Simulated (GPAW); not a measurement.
# TiO2 (Rutile): optical spectrum from first principles

Wanted: where TiO2 (Rutile) starts to absorb, how strongly, and its refractive index.

Method: DFT, LDA, plane-wave PAW (GPAW data sets), scalar-relativistic, RPA, optical limit, in GPAW 26.7.0.

### 1. Set-up

It takes space group P4_2/mnm (No. 136, tetragonal). Conventional cell: a = 4.592 Å, b = 4.592 Å, c = 2.957 Å, α = 90.00°, β = 90.00°, γ = 90.00°. Nearest to Ti lie 6 O at 1.95 to 1.98 Å. Nearest to O lie 3 Ti at 1.95 to 1.98 Å. Farther neighbours and most contacts between anions are not listed.

### 2. Ground state

First the ground state: is it a metal or has it a gap?

This step: DFT, LDA, plane-wave PAW (GPAW data sets), scalar-relativistic, ground state (GPAW 26.7.0).

The input, gs.py:

```python
from ase import Atoms
from ase.dft.bandgap import bandgap
from gpaw import GPAW, PW, FermiDirac

atoms = Atoms(['Ti', 'Ti', 'O', 'O', 'O', 'O'],
              cell=[[4.592200000000, 0.000000000000, 0.000000000000],
                    [0.000000000000, 4.592200000000, 0.000000000000],
                    [0.000000000000, 0.000000000000, 2.957400000000]],
              scaled_positions=[[0.500000000000, 0.500000000000, 0.500000000000],
                                [0.000000000000, 0.000000000000, 0.000000000000],
                                [0.804960000000, 0.195040000000, 0.500000000000],
                                [0.695040000000, 0.695040000000, 0.000000000000],
                                [0.195040000000, 0.804960000000, 0.500000000000],
                                [0.304960000000, 0.304960000000, 0.000000000000]],
              pbc=[True, True, True])
atoms.calc = GPAW(mode=PW(500), xc='LDA', kpts={'size': (5, 5, 8), 'gamma': True},
                  occupations=FermiDirac(0.05), maxiter=150, txt='gs.txt')
print('energy (eV)', atoms.get_potential_energy())
print('Fermi level (eV)', atoms.calc.get_fermi_level())
print('valence electrons', atoms.calc.get_number_of_electrons())
print('gap (eV)', bandgap(atoms.calc, output=None)[0])
print('direct gap (eV)', bandgap(atoms.calc, direct=True, output=None)[0])
atoms.calc.write('gs.gpw')
```

The run is started by

```bash
> OMP_NUM_THREADS=1 python gs.py
```

Numbers of over 12 decimals in the logs are rounded to 6 here.

The log of the run:

```text
__  _  _
 | _ |_)|_||  |
 |__||  | ||/\| - 26.7.0

Versions:
  Python: 3.12.14
  ASE:    3.29.0
  Numpy:  2.5.5
  Scipy:  1.18.1
  Libxc:  7.0.0

Input parameters:
  mode=PW(ecut=500.0),
  kpts=MonkhorstPack(size=(5, 5, 8), gamma=True),
  maxiter=150,
  occupations=Occupations(name='fermi-dirac', width=0.05, fixmagmom=False),
  xc=XC(name='LDA')

Diagonalizing LCAO Hamiltonian
Converting LCAO to pw mode
    .----------.
   /|          |
  / |          |
 *  | O Ti     |
 |  .-----O----.
 | /       O  /
 |/  O       /
 Ti---------*

Atoms  # Å, Bohr magnetons
|   | symbol |        x |        y |        z |    initial magnetic moments |
| 0 |     Ti | 2.296100 | 2.296100 | 1.478700 | ( 0.0000,  0.0000,  0.0000) |
| 1 |     Ti | 0.000000 | 0.000000 | 0.000000 | ( 0.0000,  0.0000,  0.0000) |
| 2 |      O | 3.696537 | 0.895663 | 1.478700 | ( 0.0000,  0.0000,  0.0000) |
| 3 |      O | 3.191763 | 3.191763 | 0.000000 | ( 0.0000,  0.0000,  0.0000) |
| 4 |      O | 0.895663 | 3.696537 | 1.478700 | ( 0.0000,  0.0000,  0.0000) |
| 5 |      O | 1.400437 | 1.400437 | 0.000000 | ( 0.0000,  0.0000,  0.0000) |

Unit cell  # Å
| periodic |        x |        y |        z |  lengths |    angles |
|      yes | 4.592200 | 0.000000 | 0.000000 | 4.592200 | 90.000000 |
|      yes | 0.000000 | 4.592200 | 0.000000 | 4.592200 | 90.000000 |
|      yes | 0.000000 | 0.000000 | 2.957400 | 2.957400 | 90.000000 |

Number of symmetries: 8
Symmetry operations  # r_c * U_cc + t_c -> r_c
|   | kind |            matrix            |
| 0 |  E   |  1, 0, 0,  0, 1, 0,  0, 0, 1 |
| 1 |  σ   |  1, 0, 0,  0, 1, 0,  0, 0,-1 |
| 2 |  σ   |  0, 1, 0,  1, 0, 0,  0, 0, 1 |
| 3 |  C2  |  0, 1, 0,  1, 0, 0,  0, 0,-1 |
| 4 |  σ   |  0,-1, 0, -1, 0, 0,  0, 0, 1 |
| 5 |  C2  |  0,-1, 0, -1, 0, 0,  0, 0,-1 |
| 6 |  C2  | -1, 0, 0,  0,-1, 0,  0, 0, 1 |
| 7 |  i   | -1, 0, 0,  0,-1, 0,  0, 0,-1 |

BZ-sampling:
  Number of BZ points: 200
  Number of IBZ points: 45

  Monkhorst-Pack size: [5, 5, 8]
  Monkhorst-Pack shift: [0.0, 0.0, 0.0625]

K-points  # in reciprocal-cell coordinates
|     |                                coordinates |     weight |
|   0 | (  0.00000000,   0.00000000,   0.00000000) | 0.00500000 |
|   1 | (  0.00000000,   0.00000000,   0.12500000) | 0.01000000 |
|   2 | (  0.00000000,   0.00000000,   0.25000000) | 0.01000000 |
|   3 | (  0.00000000,   0.00000000,   0.37500000) | 0.01000000 |
|   4 | (  0.00000000,   0.00000000,   0.50000000) | 0.00500000 |
|   5 | (  0.20000000,  -0.20000000,   0.00000000) | 0.01000000 |
|   6 | (  0.20000000,  -0.20000000,   0.12500000) | 0.02000000 |
|   7 | (  0.20000000,  -0.20000000,   0.25000000) | 0.02000000 |
|   8 | (  0.20000000,  -0.20000000,   0.37500000) | 0.02000000 |
|   9 | (  0.20000000,  -0.20000000,   0.50000000) | 0.01000000 |
| ... |                                            |            |
|  44 | (  0.40000000,   0.40000000,   0.50000000) | 0.01000000 |

Plane wave coefficients: 1598
Cutoff: 500.0 eV

Spin-components: 1 (collinear spins)
Bands:           33
Projectors:      32
Spin-degeneracy: 2
Datatype:        complex128

Parallelization:
  kpt:    1
  domain: 1
  band:   1

Density:
  Valence electrons: 48.0
  Components: 1
  Grid points: [24 24 16]
  Charge: 0.0  # |e|

Potential:
  Grid points: [24 24 16]

species:
  Ti:
    name:    Titanium
    id:
    Z:       22.0
    valence: 12
    core:    10
    charge:  0.0  # [|e|]
    compensation charges:
      type: gauss
      rc: 0.38  # [Å]
      lmax: 2
    cutoffs:
      filter: 2.23  # [Å]
      core: 1.02  # [Å]
    projectors
    | kind |    occ | energy [eV] | rcut [Å] |
    |   3s |  2.000 |     -62.257 |    1.270 |
    |   4s |  2.000 |      -4.593 |    1.270 |
    |   3p |  6.000 |     -38.791 |    1.058 |
    |   4p |  0.000 |      -1.536 |    1.058 |
    |   3d |  2.000 |      -4.463 |    1.058 |
    |    d |        |      22.748 |    1.058 |

    Using partial waves for Ti as LCAO basis

  O:
    name:    Oxygen
    id:
    Z:       8.0
    valence: 6
    core:    2
    charge:  0.0  # [|e|]
    compensation charges:
      type: gauss
      rc: 0.21  # [Å]
      lmax: 2
    cutoffs:
      filter: 1.17  # [Å]
      core: 0.83  # [Å]
    projectors
    | kind |    occ | energy [eV] | rcut [Å] |
    |   2s |  2.000 |     -23.752 |    0.688 |
    |   2p |  4.000 |      -9.195 |    0.598 |
    |    s |        |       3.459 |    0.688 |
    |    p |        |      18.016 |    0.598 |
    |    d |        |       0.000 |    0.619 |

    Using partial waves for O as LCAO basis

Reference energy: -54459.530392  # eV

eigensolver:
  PPCG
  Converge bands: occupied
  niter=2

density mixing:
  MSR1-Mixer
  Pratt-step length: 0.05
  Maximum mixing coefficient: 0.75
  Old densities: 10
  SVD Regularization: 0.005
  Good broyden scale: 1.0
  Trust region scale: 1.0
  Backstep threshold: 4.0
  History deletion threshold: 6.0
  Fourier metric: weight=20.0, sigma=0.015

occupation numbers:
  Fermi-Dirac:
    width: 0.0500  # eV

poisson solver:
  ecut: 4000.0  # eV

xc functional:
  name: None

convergence criteria:
- Maximum [total energy] change in last 3 cyles: 0.0005 eV / valence electron
- Maximum integral of absolute [dens]ity change: 0.0001 electrons / valence electron
- Maximum integral of absolute [eigenst]ate change: 4e-08 eV^2 / valence electron
maximum number of iterations: 150

SCF iterations
|iter     |      energy | eigst |  dens |
|iter:   1||  -64.277172 | -0.34 |       |
|iter:   2||  -61.489631 | -1.48 | -0.80 |
|iter:   3||  -56.248475 | +0.05 | -0.87 |
|iter:   4||  -55.763427 | -1.04 | -1.33 |
|iter:   5||  -55.704681 | -1.89 | -1.61 |
|iter:   6||  -55.687098 | -3.20 | -2.06 |
|iter:   7||  -55.686588c| -3.69 | -2.80 |
|iter:   8||  -55.686468c| -4.81 | -3.23 |
|iter:   9||  -55.686453c| -5.77 | -3.54 |
|iter:  10||  -55.686454c| -7.13 | -4.14c|
|iter:  11||  -55.686454c| -7.75c| -4.74c|

Converged in 11 steps
SCF loop duration: 44.087 s (4.008 s/step)
Energy contributions relative to reference atoms: (reference = -54459.530392)

Energy contributions:
  Kinetic:          42.577067
  Coulomb:         -51.272067
  Zero:              0.352624
  External:          0.000000
  Xc:              -47.344078
  Entropy:          -0.000000
  Spinorbit:         0.000000
  ----------------------------
  Free energy:     -55.686454
  Extrapolated:    -55.686454

dipole moment: (-14.880135, -14.880135, -26.179968)  # |e|*Ang

Fermi level: 6.185
Eigenvalues  # (at kpt = [0.000, 0.000, 0.000])
| band index |      eig [eV] | occ [0-2] |
|          0 |       -50.931 |     2.000 |
|        ... |               |           |
|         16 |         1.451 |     2.000 |
|         17 |         2.708 |     2.000 |
|         18 |         2.708 |     2.000 |
|         19 |         3.292 |     2.000 |
|         20 |         4.620 |     2.000 |
|         21 |         4.873 |     2.000 |
|         22 |         4.873 |     2.000 |
|         23 |         5.318 |     2.000 |
|         24 |         7.118 |     0.000 |
|         25 |         7.403 |     0.000 |
|         26 |         7.665 |     0.000 |
|         27 |         7.756 |     0.000 |
|         28 |         7.756 |     0.000 |
|         29 |         9.754 |     0.000 |
|         30 |         9.890 |     0.000 |
|         31 |        11.994 |     0.000 |
|         32 |        12.929 |     0.000 |

Gap: 1.801 eV
Transition (v -> c):
  (s=0, k=0, n=23, [0.00, 0.00, 0.00]) -> (s=0, k=0, n=24, [0.00, 0.00, 0.00])
No difference between direct/indirect transitions

--- standard output ---
energy (eV) -55.686454
Fermi level (eV) 6.185330
valence electrons 48.0
gap (eV) 1.800687
direct gap (eV) 1.800687
```

It took 50 s on 1 thread of Arm Neoverse V1, shared host; peak memory 0.19 GiB.

This step gave:

```
energy                 : -55.6865 eV
Fermi energy           : 6.185 eV
gap on the k-mesh      : 1.801 eV
direct gap on the mesh : 1.801 eV
electrons              : 48
```

There is a gap, 1.80 eV on this mesh (points off the mesh can give less), so no carriers' term is needed.

### 3. Bands for the response

The response needs many more empty bands than the density does.

This step: DFT, LDA, plane-wave PAW (GPAW data sets), scalar-relativistic, bands at fixed density (GPAW 26.7.0).

The input, nscf.py:

```python
from ase.dft.bandgap import bandgap
from gpaw import GPAW, FermiDirac

calc = GPAW('gs.gpw').fixed_density(kpts={'size': (7, 7, 10), 'gamma': True}, nbands=60, convergence={'bands': 54},
                                    occupations=FermiDirac(0.001), txt='nscf.txt')
print('gap (eV)', bandgap(calc, output=None)[0])
print('direct gap (eV)', bandgap(calc, direct=True, output=None)[0])
print('top band over the Fermi level (eV)', min(calc.get_eigenvalues(kpt=k)[53] for k in range(len(calc.get_ibz_k_points()))) - calc.get_fermi_level())
calc.write('full.gpw', mode='all')
```

The run is started by

```bash
> OMP_NUM_THREADS=1 python nscf.py
```

The log of the run:

```text
Diagonalizing LCAO Hamiltonian
Converting LCAO to pw mode
convergence criteria:
- Maximum integral of absolute [eigenst]ate change: 4e-08 eV^2 / valence electron
maximum number of iterations: 150

SCF iterations
|iter     |      energy | eigst |  dens |
|iter:   1||             | +2.69 |       |
|iter:   2||             | +1.53 |       |
|iter:   3||             | +0.24 |       |
|iter:   4||             | -1.00 |       |
|iter:   5||             | -2.09 |       |
|iter:   6||             | -3.19 |       |
|iter:   7||             | -4.25 |       |
|iter:   8||             | -5.36 |       |
|iter:   9||             | -6.44 |       |
|iter:  10||             | -7.36 |       |
|iter:  11||             | -7.92c|       |
SCF steps: 11
  __  _  _
 | _ |_)|_||  |
 |__||  | ||/\| - 26.7.0

Versions:
  Python: 3.12.14
  ASE:    3.29.0
  Numpy:  2.5.5
  Scipy:  1.18.1
  Libxc:  7.0.0

Input parameters:
  mode=PW(ecut=500.0),
  convergence={'bands': 54},
  gpts=array([24, 24, 16]),
  kpts=MonkhorstPack(size=(7, 7, 10), gamma=True),
  maxiter=150,
  nbands=60,
  occupations=Occupations(name='fermi-dirac', width=0.001, fixmagmom=False),
  parallel={},
  xc=XC(name='LDA')

--- standard output ---
gap (eV) 1.800687
direct gap (eV) 1.800687
top band over the Fermi level (eV) 25.094167
```

The job ended after 2.7 min (1 thread; peak memory 0.35 GiB).

(Continued in part 2 of 2.)

[Machine, clock and banner lines and Python warnings are left out of the logs.]

[Logs are printed without paths, hosts, clocks, repeated set-up lines and the standing remarks that a program may print on its own settings, such as how far it seeks lower states.]

[Hosts, paths, dates, database ids (printed as entryN), source tags and the programs' standing remarks are cut or masked in the printed files.]
